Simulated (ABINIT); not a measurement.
## SiO2 (Quartz): G0W0 with ABINIT, start to end

Aim: the G0W0 gap of SiO2 (Quartz) on PBE, step by step.

Main program and level: ABINIT 10.8.3; PBE and many-body steps on it, plane waves.

### 1. The starting structure

The structure is trigonal, space group P3_121 (No. 152). The conventional cell has a = 4.916 Å, b = 4.916 Å, c = 5.409 Å, α = 90.00°, β = 90.00°, γ = 120.00°. Nearest to Si lie 4 O at 1.61 Å. Nearest to O lie 2 Si at 1.61 Å. Farther neighbours and most contacts between anions are not listed.

The cell and positions come from the Crystallography Open Database and are kept as given unless a step says otherwise.

### 2. Ground state

This step: ABINIT 10.8.3; DFT, PBE, plane waves, norm-conserving pseudopotentials.

The ground-state density comes first.

File run.abi:

```
acell 3*1.0 Angstrom
rprim 
  4.915799999986 0.000000000003 0.000000000000
  -2.457899999996 4.257207679910 0.000000000000
  0.000000000000 0.000000000000 5.409100000000
ntypat 2
znucl 14 8
natom 9
typat 1 1 1 2 2 2 2 2 2
xred 
  0.530300000000 0.000000000000 0.333333333333
  0.000000000000 0.530300000000 0.666666666667
  0.469700000000 0.469700000000 -0.000000000000
  0.146200000000 0.414200000000 0.881000000000
  0.585800000000 0.732000000000 0.214333333333
  0.268000000000 0.853800000000 0.547666666667
  0.414200000000 0.146200000000 0.119000000000
  0.732000000000 0.585800000000 0.785666666667
  0.853800000000 0.268000000000 0.452333333333
pp_dirpath "pseudos"
pseudos "Si.upf, O.upf"
ecut 36
ngkpt 6 6 4
nshiftk 1
shiftk 0 0 0
kptopt 1
chksymbreak 0
nband 32
occopt 1
tolvrs 1e-10
nstep 60
prtwf 0
indata_prefix "in"
outdata_prefix "out"
tmpdata_prefix "tmp"
```

Command:

```bash
OMP_NUM_THREADS=1 mpirun -n 4 abinit run.abi > log
```

Numbers of over 12 decimals in the logs are rounded to 6 here.

The program printed:

```text
.Version 10.8.3 of ABINIT. v10.8.2 released Aug 2026.

 Symmetries : space group P3_1 2 1 (#152); Bravais hP (primitive hexag.)
================================================================================
 Values of the parameters that define the memory need of the present run
     intxc =       0    ionmov =       0      iscf =       7    lmnmax =       6
     lnmax =       6     mgfft =      60  mpssoang =       3    mqgrid =    3001
     natom =       9  nloc_mem =       1    nspden =       1   nspinor =       1
    nsppol =       1      nsym =       6    n1xccc =    2501    ntypat =       2
    occopt =       1   xclevel =       2
-    mband =          32        mffmem =           1         mkmem =           6
       mpw =        7924          nfft =      174960          nkpt =          24
================================================================================
  Rough estimation (10% accuracy) of disk space for files :
================================================================================

--------------------------------------------------------------------------------
------------- Echo of variables that govern the present computation ------------
--------------------------------------------------------------------------------
 -outvars: echo values of preprocessed input variables --------
            acell      1.8897261259E+00  1.8897261259E+00  1.8897261259E+00 Bohr

      chksymbreak           0
             ecut      3.60000000E+01 Hartree
-          fftalg         312

              ixc     -101130
              kpt      0.00000000E+00  0.00000000E+00  0.00000000E+00
                       1.66666667E-01  0.00000000E+00  0.00000000E+00
                       3.33333333E-01  0.00000000E+00  0.00000000E+00
                       5.00000000E-01  0.00000000E+00  0.00000000E+00
                       1.66666667E-01  1.66666667E-01  0.00000000E+00
                       3.33333333E-01  1.66666667E-01  0.00000000E+00
                       3.33333333E-01  3.33333333E-01  0.00000000E+00
                       0.00000000E+00  0.00000000E+00  2.50000000E-01
                       1.66666667E-01  0.00000000E+00  2.50000000E-01
   [... 13 further rows ...]
                       3.33333333E-01  1.66666667E-01  5.00000000E-01
                       3.33333333E-01  3.33333333E-01  5.00000000E-01
         kptrlatt        6    0    0      0    6    0      0    0    4
          kptrlen      4.08868704E+01
P           mkmem           6
            natom           9
            nband          32
            ngfft          54      54      60
             nkpt          24
            nstep          60
             nsym           6
           ntypat           2
              occ      2.000000  2.000000  2.000000  2.000000  2.000000  2.000000
                       2.000000  2.000000  2.000000  2.000000  2.000000  2.000000
                       2.000000  2.000000  2.000000  2.000000  2.000000  2.000000
                       2.000000  2.000000  2.000000  2.000000  2.000000  2.000000
                       0.000000  0.000000  0.000000  0.000000  0.000000  0.000000
                       0.000000  0.000000
            prtwf           0
            rprim      4.9158000000E+00  3.0000000000E-12  0.0000000000E+00
[...]
spgroup         152

           tolvrs      1.00000000E-10

             xred      5.3030000000E-01  2.5857407038E-29  3.3333333333E-01
[...]
znucl       14.00000    8.00000

================================================================================

 chkinp: Checking input parameters for consistency.

================================================================================
== DATASET  1 ==================================================================
-   mpi_nproc: 4, omp_nthreads: 1 (-1 if OMP is not activated)

--- !DatasetInfo
iteration_state: {dtset: 1, }
dimensions: {natom: 9, nkpt: 24, mband: 32, nsppol: 1, nspinor: 1, nspden: 1, mpw: 7924, }
cutoff_energies: {ecut:  36.0, pawecutdg:  -1.0, }
electrons: {nelect:   4.80000000E+01, charge:   0.00000000E+00, occopt:   1.00000000E+00, tsmear:   1.00000000E-02, }

 Real(R)+Recip(G) space primitive vectors, cartesian coordinates (Bohr,Bohr^-1):
 R(1)=  9.2895157  0.0000000  0.0000000  G(1)=  0.1076482  0.0621507  0.0000000
 R(2)= -4.6447578  8.0449566  0.0000000  G(2)=  0.0000000  0.1243015  0.0000000
 R(3)=  0.0000000  0.0000000 10.2217176  G(3)=  0.0000000  0.0000000  0.0978309
 Unit cell volume ucvol=  7.6390729E+02 bohr^3
 Angles (23,13,12)=  9.00000000E+01  9.00000000E+01  1.20000000E+02 degrees

 getcut: wavevector=  0.0000  0.0000  0.0000  ngfft=  54  54  60
         ecut(hartree)=     36.000   => boxcut(ratio)=   2.15270

--- Pseudopotential description ------------------------------------------------
- Si Generated using ONCVPSP code by D. R. Hamann
- 14.00000   4.00000  171031                  znucl, zion, pspdat
12 -101130 2 -1 1510                          pspcod,pspxc,lmax,lloc,mmax
     nproj     2     2     2
  pspatm : epsatm=    9.34321561
         --- l  ekb(1:nproj) -->
[...]
pspatm: atomic psp has been read  and splines computed

- O Generated using ONCVPSP code by D. R. Hamann
-  8.00000   6.00000  171031                  znucl, zion, pspdat
[...]
Cartesian components of stress tensor (hartree/bohr^3)
  sigma(1 1)= -1.90571660E-04  sigma(3 2)=  0.00000000E+00
  sigma(2 2)= -1.90571660E-04  sigma(3 1)=  0.00000000E+00
  sigma(3 3)= -1.93020098E-04  sigma(2 1)=  0.00000000E+00

--- !ResultsGS
iteration_state: {dtset: 1, }
comment   : Summary of ground state results
lattice_vectors:
- [  9.2895157,   0.0000000,   0.0000000, ]
- [ -4.6447578,   8.0449566,   0.0000000, ]
- [  0.0000000,   0.0000000,  10.2217176, ]
lattice_lengths: [   9.28952,    9.28952,   10.22172, ]
lattice_angles: [ 90.000,  90.000, 120.000, ] # degrees, (23, 13, 12)
lattice_volume:   7.6390729E+02
convergence: {deltae: -4.377E-12, res2:  8.913E-12, residm:  2.106E-04, diffor: null, }
etotal    :  -1.12355243E+02
entropy   :   0.00000000E+00
fermie    :   7.24587944E-03
cartesian_stress_tensor: # hartree/bohr^3
- [ -1.90571660E-04,   0.00000000E+00,   0.00000000E+00, ]
- [  0.00000000E+00,  -1.90571660E-04,   0.00000000E+00, ]
- [  0.00000000E+00,   0.00000000E+00,  -1.93020098E-04, ]
pressure_GPa:   5.6308E+00
xred      :
- [  5.3030E-01,   2.5857E-29,   3.3333E-01, Si]
- [ -2.2564E-18,   5.3030E-01,   6.6667E-01, Si]
- [  4.6970E-01,   4.6970E-01,   1.3878E-16, Si]
- [  1.4620E-01,   4.1420E-01,   8.8100E-01,  O]
- [  5.8580E-01,   7.3200E-01,   2.1433E-01,  O]
- [  2.6800E-01,   8.5380E-01,   5.4767E-01,  O]
- [  4.1420E-01,   1.4620E-01,   1.1900E-01,  O]
- [  7.3200E-01,   5.8580E-01,   7.8567E-01,  O]
- [  8.5380E-01,   2.6800E-01,   4.5233E-01,  O]
cartesian_forces: # hartree/bohr
- [ -2.89312031E-04,  -2.03962325E-16,   9.63735289E-20, ]
- [  1.44656016E-04,  -2.50551569E-04,   9.63735264E-20, ]
- [  1.44656016E-04,   2.50551569E-04,   9.63735264E-20, ]
- [ -2.67089501E-03,  -5.26962197E-03,   3.03743808E-03, ]
- [  5.89907399E-03,   3.21748057E-04,   3.03743808E-03, ]
- [ -3.22817899E-03,   4.94787391E-03,   3.03743808E-03, ]
- [ -3.22817899E-03,  -4.94787391E-03,  -3.03743808E-03, ]
- [ -2.67089501E-03,   5.26962197E-03,  -3.03743808E-03, ]
- [  5.89907399E-03,  -3.21748057E-04,  -3.03743808E-03, ]
force_length_stats: {min:   2.89312031E-04, max:   6.64293805E-03, mean:   4.52506271E-03, }

 Integrated electronic density in atomic spheres:
 ------------------------------------------------
 Atom  Sphere_radius  Integrated_density
[...]
================================================================================

 ----iterations are completed or convergence reached----

 Mean square residual over all n,k,spin=   10.843E-07; max=  21.057E-05
 reduced coordinates (array xred) for    9 atoms
[...]
0.585800000000      0.732000000000      0.214333333333
       0.268000000000      0.853800000000      0.547666666667
       0.414200000000      0.146200000000      0.119000000000
       0.732000000000      0.585800000000      0.785666666667
       0.853800000000      0.268000000000      0.452333333333
 rms dE/dt=  2.9738E-02; max dE/dt=  3.1048E-02; dE/dt below (all hartree)
    1       0.002687568655     -0.001343784327     -0.000000000000
    2      -0.001343784327      0.002687568655      0.000000000000
    3      -0.001343784327     -0.001343784327      0.000000000000
    4       0.024811321061      0.029988219362     -0.031047834223
    5      -0.054799540423      0.024811321061     -0.031047834223
    6       0.029988219362     -0.054799540423     -0.031047834223
    7       0.029988219362      0.024811321061      0.031047834223
    8       0.024811321061     -0.054799540423      0.031047834223
    9      -0.054799540423      0.029988219362      0.031047834223

 cartesian coordinates (angstrom) at end:
    1      2.606849     1.59e-12     1.803033
[...]
cartesian forces (hartree/bohr) at end:
[...]
frms,max,avg= 3.1329956E-03 5.8990740E-03   0.000E+00  0.000E+00  0.000E+00 h/b

 cartesian forces (eV/Angstrom) at end:
[...]
5      0.303343     0.016545     0.156191
    6     -0.166000     0.254430     0.156191
    7     -0.166000    -0.254430    -0.156191
    8     -0.137343     0.270975    -0.156191
    9      0.303343    -0.016545    -0.156191
 frms,max,avg= 1.6110511E-01 3.0334258E-01   0.000E+00  0.000E+00  0.000E+00 e/A
 length scales=  1.889726125908  1.889726125908  1.889726125908 bohr
              =  1.000000000000  1.000000000000  1.000000000000 angstroms
 prteigrs : about to open file out_EIG
 Fermi (or HOMO) energy (hartree) =   0.00725   Average Vxc (hartree)=  -0.33651
 Eigenvalues (hartree) for nkpt=  24  k points:
 kpt#   1, nband= 32, wtk=  0.00694, kpt=  0.0000  0.0000  0.0000 (reduced coord)
  -0.70426   -0.64805   -0.64805   -0.62445   -0.62301   -0.62301   -0.29558   -0.29558
  -0.19235   -0.19132   -0.18529   -0.18529   -0.10056   -0.10056   -0.09158   -0.08257
  -0.04784   -0.04784   -0.04678   -0.02927   -0.02927   -0.01783   -0.00426   -0.00426
   0.22915    0.35014    0.35014    0.36685    0.36685    0.41145    0.43686    0.45798
 prteigrs : prtvol=0 or 1, do not print more k-points.

--- !EnergyTerms
iteration_state     : {dtset: 1, }
comment             : Components of total free energy in Hartree
kinetic             :  7.35642990220719E+01
hartree             :  3.87480527388065E+01
xc                  : -3.03812606925484E+01
Ewald energy        : -6.94185472439243E+01
psp_core            :  4.09698169712855E+00
local_psp           : -1.14076840399786E+02
non_local_psp       : -1.48879280897454E+01
total_energy        : -1.12355242967997E+02
total_energy_eV     : -3.05734191316322E+03
band_energy         : -1.16584160801650E+01

 Cartesian components of stress tensor (hartree/bohr^3)
  sigma(1 1)= -1.90571660E-04  sigma(3 2)=  0.00000000E+00
  sigma(2 2)= -1.90571660E-04  sigma(3 1)=  0.00000000E+00
  sigma(3 3)= -1.93020098E-04  sigma(2 1)=  0.00000000E+00

-Cartesian components of stress tensor (GPa)         [Pressure=  5.6308E+00 GPa]
- sigma(1 1)= -5.60681182E+00  sigma(3 2)=  0.00000000E+00
- sigma(2 2)= -5.60681182E+00  sigma(3 1)=  0.00000000E+00
- sigma(3 3)= -5.67884735E+00  sigma(2 1)=  0.00000000E+00

== END DATASET(S) ==============================================================
================================================================================

 -outvars: echo values of variables after computation  --------
           etotal     -1.1235524297E+02
            nband          32
             nkpt          24
          spgroup         152
 [... the other variables as echoed above ...]

 Calculation completed.
```

Wall time 64 s (4 MPI ranks of Arm Neoverse V2, shared host); peak memory 0.49 GiB.

Numbers from this step:

```
total energy               : -3057.3419 eV
gap                        : 6.038 eV
k of the valence top       : 0.3333, 0.3333, 0
k of the conduction bottom : 0, 0, 0
least direct gap           : 6.351 eV
pressure                   : 5.631 GPa
```

The gap is indirect, with the least direct gap 0.31 eV higher.

The cutoff was set for levels, not for stress, so the pressure can be off by some GPa.

[end of part 1 of 3]

[Paths, hosts, dates, memory and timing lines, banners, echoed tables and standing remarks are left out of the program output.]

[Logs are printed without paths, hosts, clocks, repeated set-up lines and the standing remarks that a program may print on its own settings, such as how far it seeks lower states.]

[Runs of the session that timed out or met a known fault of the program may be left out.]

[Hosts, paths, dates, database ids (printed as entryN), source tags and the programs' standing remarks are cut or masked in the printed files.]

[G0W0 gaps are taken among the corrected bands and points alone; a level outside them can change the order at an edge.]

[Where Ansatz stands beside ABINIT at settings called matched, ABINIT's density can come from a denser mesh and the files from another edition; pairs whose starting gaps differed by over 0.03 eV were left out, so agreement reads better than it is.]
